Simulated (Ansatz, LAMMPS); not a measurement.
**Structural relaxation of glassy Ga2O3 (175 atoms)**

Aim: bring glassy Ga2O3 (175 atoms) to a nearby minimum of the energy and see what moves.

Main program and level: Ansatz 0.2.0; Kohn-Sham DFT, PBEsol, PAW (set soft_2), plane waves.

Measured values to set the calculation against. The optical band gap of a magnetron-sputtered, nitrogen-annealed Ga2O3 film, amorphous by X-ray diffraction but with some nanocrystallites and oxygen deficiency, was obtained from its UV-visible transmittance (“Ultra‐High Performance Amorphous Ga2O3 Photodetector Arrays for Solar‐Blind Imaging”, 2021, PMC8529488): optical gap 4.98 eV.

**1. The structure**

The cell holds 175 atoms: 70 Ga and 105 O. Cell: a = 12.947 Å, b = 12.947 Å, c = 12.947 Å, α = 90.0°, β = 90.0°, γ = 90.0°. 175 atoms (70 Fe, 105 O) placed at random at 4.28 g/cm³, melted at 4500 K for 20 ps at fixed volume with the Morse and Coulomb pair potential with partial charges (Pedone, Malavasi, Menziani, Cormack and Segre, J. Phys. Chem. B 110, 11780 (2006)). Quenched from 4500 K to 300 K at 20 K/ps and fixed volume, held 5 ps. Then Fe was replaced by Ga (the potential has no terms for the new elements, so the cell is a start for a DFT relaxation).

What the set-up can't give: The quench rate of 20 K/ps is many orders above laboratory rates, so the cell is likely richer in defects and strain than a real sample. The starting topology of bonds comes from the classical model. Only the Γ point is sampled, in a cell whose shortest periodic width is 13 Å.

**2. Single point at the start**

A single point comes first, to see the forces before anything moves.

Input file input.yaml:

```yaml
crystal:
  lattice:
    - [12.9467, 0.0, 0.0]
    - [0.0, 12.9467, 0.0]
    - [0.0, 0.0, 12.9467]
  atoms:
    - { symbol: Ga, position: [0.7739, 0.64484, 0.69089] }
    - { symbol: Ga, position: [0.45035, 0.76841, 0.0014] }
    - { symbol: Ga, position: [0.56908, 0.60565, 0.55389] }
    - { symbol: Ga, position: [0.97681, 0.48037, 0.64263] }
    [... 165 atom lines left out ...]
    - { symbol: O, position: [0.91893, 0.18954, 0.39782] }
    - { symbol: O, position: [0.96173, 0.86749, 0.00106] }
    - { symbol: O, position: [0.24558, 0.00103, 0.33368] }
    - { symbol: O, position: [0.27176, 0.57813, 0.42523] }
    - { symbol: O, position: [0.16543, 0.96014, 0.52895] }
    - { symbol: O, position: [0.68032, 0.52602, 0.62787] }
kpoints:
  mp_grid: { grid: [1, 1, 1] }
hamiltonian:
  xc: pbesol
scf:
  occupations: { method: fermi_dirac, width: 0.025 }
output:
  forces: true
  stress: true
  populations: true
  dos:
    method: { smearing: { sigma: 0.1 } }
    de: 0.1
    projected: { site_lists: { Ga: [Ga], O: [O] } }
  eigenvalues: true
```

On the command line:

```sh
$ ansatz run input.yaml --threads 4 --pin off --max-ram 8192MiB --backend cpu --events-out ev --progress --plain --runs-dir out
```

Run time: 42 s. Hardware: 4 threads of AMD EPYC 9R45, shared host; peak memory 4.5 GiB.

Numbers from this run:

```yaml
free_energy: -320936.3268 eV
free_energy_per_atom: -1833.9219 eV/atom
scf_cycles: 11
pressure: -12.59 GPa
r_m_s_force_component: 0.6659 eV/Å
longest_force: 3.433 eV/Å
fermi_energy: 6.825 eV
spacing_of_highest_filled_and_lowest_empty_level: 0.4538 eV
spilling_of_the_projection: 0.003196
```

The r.m.s. force component of 0.67 eV/Å and the pressure of -13 GPa set the starting point.

Neighbours are counted within 2.50 Å (O-Ga).

Length of the force by element and coordination:

```
element  coordination  atoms  mean length of the force (eV/Å)  spread  least   most
     Ga           all     70                             1.23   0.531  0.228   3.02
     Ga             4      6                              1.8   0.527  0.854   2.61
     Ga             5     29                             1.32   0.482  0.667   3.02
     Ga             6     35                             1.06   0.480  0.228   2.23
      O           all    105                            0.902   0.460  0.185   3.43
      O             2      2                            0.498   0.109  0.389  0.607
      O             3     38                             1.01   0.582  0.347   3.43
      O             4     64                            0.855    0.36  0.185   1.86
      O             5      1                            0.552       0  0.552  0.552
```

**3. Relaxation**

The atoms are relaxed in the fixed cell, aiming at the force tolerance of the input.

input.yaml, the sections that differ from step 2:

```yaml
output:
  forces: true
relax:
  f_tol: 0.05
  max_steps: 116
# crystal, kpoints, hamiltonian, scf: as in step 2
```

Elapsed: 9.1 min, on 4 threads; peak memory 4.6 GiB.

The steps of the relaxation (22 of 28):

| step | energy less that of the first step (eV) | largest force component (eV/Å) |
| --- | --- | --- |
| 1 | 0.0000 | 3.2179 |
| 2 | -6.6661 | 1.5905 |
| 4 | -12.4633 | 0.5577 |
| 5 | -13.3266 | 0.3192 |
| 6 | -13.8841 | 0.5569 |
| 7 | -14.3119 | 0.3112 |
| 9 | -14.8480 | 0.2790 |
| 10 | -15.1058 | 0.3569 |
| 11 | -15.3366 | 0.1260 |
| 13 | -15.4571 | 0.6112 |
| 14 | -15.6205 | 0.1520 |
| 15 | -15.7431 | 0.1736 |
| 16 | -15.8524 | 0.1140 |
| 18 | -15.8822 | 0.0637 |
| 19 | -15.9080 | 0.1348 |
| 20 | -15.9300 | 0.2592 |
| 22 | -16.0355 | 0.1896 |
| 23 | -16.0715 | 0.2709 |
| 24 | -16.1002 | 0.4788 |
| 25 | -16.1229 | 0.2179 |
| 27 | -16.1517 | 0.0393 |
| 28 | -16.1517 | 0.0394 |

Relaxation step 17 was tried and not accepted.

The atoms that moved most (Å):

| atom | dx | dy | dz | length |
| --- | --- | --- | --- | --- |
| Ga13 | -0.078 | -1.615 | -0.376 | 1.660 |
| O129 | 0.783 | 0.982 | 0.432 | 1.328 |
| O108 | 0.217 | 0.882 | -0.059 | 0.910 |
| O133 | -0.709 | -0.129 | -0.551 | 0.907 |
| O138 | 0.124 | -0.843 | 0.046 | 0.853 |
| Ga66 | 0.571 | -0.494 | -0.176 | 0.775 |
| O124 | -0.211 | -0.705 | 0.173 | 0.755 |
| O101 | 0.735 | -0.107 | 0.104 | 0.751 |

The relaxation changed the energy by -92.3 meV/atom, and atoms moved by 0.46 Å r.m.s., 1.7 Å at most.

**4. Structure statistics after relaxation**

Bonds before and after, by the cutoffs listed below:

```csv
pair,bonds before,bonds after,mean before (Å),mean after (Å),spread before (Å),spread after (Å)
O-Ga,370,333,2.043,1.956,0.121,0.089
```

Density 5.02 g/cm³, 12.40 Å³ an atom.

Pair distribution functions g(r), in bins of 0.1 Å:

```
r (Å)  total   O-O  O-Ga  Ga-Ga
 1.65   0.00  0.00  0.00   0.00
 1.75   0.14  0.00  0.30   0.00
 1.85   2.81  0.00  5.86   0.00
 1.95   4.72  0.00  9.82   0.00
 2.05   1.68  0.00  3.49   0.00
 2.15   0.40  0.00  0.82   0.00
 2.25   0.09  0.00  0.19   0.00
 2.35   0.04  0.00  0.09   0.00
 2.45   0.15  0.20  0.16   0.00
 2.55   0.66  1.53  0.22   0.00
 2.65   0.93  2.41  0.10   0.10
 2.75   0.97  2.28  0.18   0.37
 2.85   1.48  2.96  0.37   1.46
 2.95   1.52  2.81  0.35   2.11
 3.05   1.36  2.32  0.43   1.97
 3.15   1.19  1.64  0.47   2.34
 3.25   1.21  1.37  0.49   3.02
 3.35   1.25  1.12  0.71   3.15
 3.45   1.21  1.00  0.95   2.48
 3.55   0.97  0.75  0.97   1.51
 3.65   1.01  0.59  1.27   1.22
 3.75   0.91  0.65  1.07   1.06
 3.85   0.96  0.70  1.27   0.62
 3.95   0.97  0.60  1.25   0.95
 4.05   0.85  0.65  1.12   0.48
 4.15   0.88  0.40  1.42   0.33
 4.25   0.73  0.40  1.11   0.35
 4.35   0.99  0.49  1.51   0.52
 4.45   1.04  0.58  1.49   0.75
 4.55   1.09  0.54  1.72   0.41
 4.65   1.06  1.06  1.25   0.52
 4.75   1.16  0.98  1.44   0.75
 4.85   1.04  1.12  1.09   0.75
 4.95   1.07  1.28  1.05   0.69
 5.05   0.94  1.25  0.70   0.96
 5.15   1.09  1.43  0.83   1.09
 5.25   0.94  1.20  0.73   0.97
 5.35   0.94  1.23  0.63   1.23
 5.45   1.05  1.67  0.66   0.85
 5.55   0.99  1.32  0.62   1.38
 5.65   0.99  1.33  0.66   1.24
 5.75   0.98  1.28  0.72   1.09
 5.85   0.97  0.87  0.89   1.42
 5.95   0.85  0.95  0.72   1.02
```

Bonds by pair of elements; cutoffs follow the first minimum of g(r), held within bounds set by covalent radii, and pairs that aren't listed don't count as bonded:

```
pair A-B  cutoff (Å)  bonds  mean length (Å)  spread (Å)  shortest (Å)  B about A  A about B
    O-Ga        2.38    333             1.96       0.089          1.79       3.17       4.76
```

How many atoms have how many bonded neighbours:

```
element  mean  2   3   4   5  6
     Ga  4.76  0   0  23  41  6
      O  3.17  3  81  21   0  0
```

Bond angles, per cent of each kind in bins of 5°:

```
angle (°)  O-Ga-O  Ga-O-Ga
    70–75     0.3      0.0
    75–80     5.2      0.0
    80–85    13.8      0.5
    85–90    11.9      4.0
    90–95    11.4     10.5
   95–100    11.0     14.0
  100–105     7.4      9.1
  105–110     6.3      7.0
  110–115     5.5     12.4
  115–120     3.8     11.6
  120–125     3.8      8.3
  125–130     2.7      7.0
  130–135     2.0      4.0
  135–140     1.2      4.0
  140–145     1.2      3.2
  145–150     1.7      1.3
  150–155     1.2      1.9
  155–160     1.4      0.3
  160–165     3.1      0.5
  165–170     2.4      0.3
  170–175     2.0      0.0
  175–180     0.6      0.0
```

Bond angles (no mean is given where the spread exceeds 20°):

```csv
angle,count,mean (°),spread (°)
O-Ga-O,638,-,-
Ga-O-Ga,372,113,16.8
```

Oxygen atoms by the number of network formers (Si, P, Ge, B, Al, As, Ga) bound to them:

| network formers bound to O | O atoms | per cent |
| --- | --- | --- |
| 0 | 0 | 0 |
| 1 | 0 | 0 |
| 2 | 3 | 2.9 |
| 3 | 81 | 77.1 |
| 4 | 21 | 20 |

Network units: each former by its oxygen neighbours and how many of them bridge to another former:

```csv
former,O neighbours,bridging O,atoms
Ga,4,4,23
Ga,5,5,41
Ga,6,6,6
```

Bond length by coordination (bonds to H left out):

```csv
element,coordination,atoms,mean bond length (Å)
Ga,4,23,1.89
Ga,5,41,1.97
Ga,6,6,2.02
O,2,3,1.83
O,3,81,1.93
O,4,21,2.03
```

Rings of the network by King's shortest-path rule, up to 12 atoms, one path for each pair of neighbours; H, halogens, alkali and alkaline-earth atoms are left out, and the last column divides by all other atoms, bonded or not:

```
ring size (atoms)  rings  per network atom
                4     66             0.377
                6    156             0.891
                8    172             0.983
               10     17             0.097
               12      1             0.006
```

For some of the pairs, g(r) has its first main peak near 1.9 Å (O-Ga). Counting bonds as in the table, 59 % of Ga atoms have 5 and 77 % of O atoms have 3 bonded neighbours. 3 % of the oxygens bridge two formers (Ga) and 0 % are non-bridging; 77 % join three; 20 % join four. The commonest Ga unit has 5 oxygens, 5 of them shared with other formers (41 of 70 atoms). Bonds at O atoms with 2 neighbours average 1.83 Å, against 2.03 Å at those with 4. Rings of 8 atoms are the most common (42 % of those counted); sizes run from 4 to 12, where the search stops.

**5. Single point at the relaxed geometry**

The electronic structure is read at the final geometry, in a run of its own.

Input file input.yaml:

```yaml
crystal:
  lattice:
    - [12.9467, 0.0, 0.0]
    - [0.0, 12.9467, 0.0]
    - [0.0, 0.0, 12.9467]
  atoms:
    - { symbol: Ga, position: [0.78602, 0.67588, 0.70342] }
    - { symbol: Ga, position: [0.47186, 0.77959, 0.99137] }
    - { symbol: Ga, position: [0.5514, 0.55806, 0.53004] }
    - { symbol: Ga, position: [0.95562, 0.4539, 0.63118] }
    [... 165 atom lines left out ...]
    - { symbol: O, position: [0.92187, 0.19381, 0.38887] }
    - { symbol: O, position: [0.97811, 0.87307, 0.00408] }
    - { symbol: O, position: [0.25206, 0.9877, 0.31502] }
    - { symbol: O, position: [0.23479, 0.57495, 0.42607] }
    - { symbol: O, position: [0.15035, 0.94393, 0.53367] }
    - { symbol: O, position: [0.63725, 0.49359, 0.62649] }
kpoints:
  mp_grid: { grid: [1, 1, 1] }
hamiltonian:
  xc: pbesol
scf:
  occupations: { method: fermi_dirac, width: 0.025 }
output:
  forces: true
  stress: true
  populations: intrinsic
  dos:
    method: { smearing: { sigma: 0.1 } }
    de: 0.1
    projected: { site_lists: { Ga: [Ga], O: [O] } }
  eigenvalues: true
  write_density: true
  write_potential: true
  volumetric_format: npy
```

The job ended after 42 s (4 threads; peak memory 4.5 GiB; 2.7 min of CPU time).

The program notes that the exchange-correlation potential is rough where the density is thin.

Read from the output:

```
free energy                                      : -320952.4785 eV
free energy per atom                             : -1834.0142 eV/atom
SCF cycles                                       : 10
pressure                                         : -5.129 GPa
r.m.s. force component                           : 0.00787 eV/Å
longest force                                    : 0.04852 eV/Å
Fermi energy                                     : 6.948 eV
gap (highest filled to lowest empty level) : 1.163 eV
```

Intrinsic-atomic-orbital charges by element and coordination:

| element | coordination | atoms | mean charge (e) | spread | least | most |
| --- | --- | --- | --- | --- | --- | --- |
| Ga | all | 70 | 1.00 | 0.0211 | 0.957 | 1.05 |
| Ga | 4 | 23 | 1.02 | 0.0159 | 0.991 | 1.05 |
| Ga | 5 | 41 | 0.995 | 0.0119 | 0.963 | 1.01 |
| Ga | 6 | 6 | 0.971 | 0.009 | 0.957 | 0.985 |
| O | all | 105 | -0.668 | 0.0161 | -0.716 | -0.626 |
| O | 2 | 3 | -0.708 | 0.0056 | -0.716 | -0.703 |
| O | 3 | 81 | -0.671 | 0.0121 | -0.709 | -0.646 |
| O | 4 | 21 | -0.653 | 0.0152 | -0.686 | -0.626 |

States in the cell by windows of 1 eV, zero at the Fermi level; the larger projections on atomic orbitals stand beside the total:

```csv
from (eV),to (eV),total,O p,Ga p,Ga s
-10,-9,0.0,0.0,0.0,0.0
-9,-8,3.1,1.9,0.1,1.0
-8,-7,58.3,34.9,2.8,17.4
-7,-6,49.0,30.8,3.9,11.0
-6,-5,72.4,50.8,11.7,5.6
-5,-4,91.2,69.6,13.9,3.2
-4,-3,104.0,86.9,11.5,1.4
-3,-2,131.0,118.6,6.6,0.8
-2,-1,113.4,108.0,1.8,0.3
-1,0,7.6,7.3,0.1,0.0
0,1,2.0,0.1,0.1,1.2
1,2,0.0,0.0,0.0,0.0
2,3,12.5,3.2,2.3,4.3
3,4,29.6,8.0,6.0,10.7
4,5,47.3,11.8,10.7,18.7
```

Between -20 and -10 eV lie 910 more states.

The levels nearest the highest filled one (over half full), pooled over k-points and spins:

```csv
level less the highest filled one (eV),occupation
-0.458,2
-0.401,2
-0.362,2
-0.309,2
-0.288,2
0,2
1.16,0
2.79,0
3.00,0
3.04,0
3.07,0
3.20,0
```

Mean intrinsic-atomic-orbital charges: Ga +1.00, O -0.67 e. The largest share in the top eV of filled states is O p (97 % of the projected weight), and in the lowest eV of empty states Ga s (62 % of the projected weight).

**6. Outcome**

```yaml
energy_change_in_the_relaxation: -92.3 meV/atom
r_m_s_displacement: 0.46 Å
largest_displacement: 1.66 Å
free_energy_per_atom: -1834.0142 eV/atom
pressure: -5.129 GPa
r_m_s_force_component: 0.00787 eV/Å
spacing_of_highest_filled_and_lowest_empty_level: 1.163 eV
wall_time_of_the_3_dft_runs: 11 min
```

**Reading.** Relaxation lowers the energy by 92.3 meV/atom and moves atoms by 0.46 Å r.m.s.; the r.m.s. force component goes from 0.67 to 0.0079 eV/Å, the pressure goes from -13 to -5.1 GPa, and the gap from 0.454 to 1.16 eV. By the final cutoffs 43 of 370 bonded pairs parted and 6 joined. From the first step to the last the energy fell by 16.152 eV, and the largest move was 1.66 Å (Ga13). The O-Ga bonds go from 2.043 Å (spread 0.121) to 1.956 Å (spread 0.089), and their number from 370 to 333. Counting bonds as in the table, 59 % of Ga atoms have 5 and 77 % of O atoms have 3 bonded neighbours. 3 % of the oxygens bridge two formers (Ga) and 0 % are non-bridging; 77 % join three; 20 % join four. The highest filled and lowest empty levels differ by 1.16 eV (at Γ alone); a semilocal functional tends to put such gaps too low. In a disordered cell it changes from sample to sample, and tail or defect levels can set it.

**Limits.** The network of bonds at the start is that of the classical potential that made the cell; in DFT 43 of its 370 bonded pairs passed out of the cutoffs and 6 came within them. The pressure of -5.1 GPa shows the cell to be stretched for this functional.

Calculation beside experiment:

```csv
quantity,measured,this cell,difference,method of the measurement
optical gap,4.98 eV,1.16 eV,-3.82 eV,"UV-vis transmittance, Tauc plot"
```

The network comes from the model that made the cell; in DFT 43 of its 370 bonded pairs passed out of the cutoffs and 6 came within them. An optical gap and a spacing of Kohn–Sham levels are different quantities.

[Logs are printed without paths, hosts, clocks, repeated set-up lines and the standing remarks that a program may print on its own settings, such as how far it seeks lower states.]

[Hosts, paths, dates, database ids (printed as entryN), source tags and the programs' standing remarks are cut or masked in the printed files.]
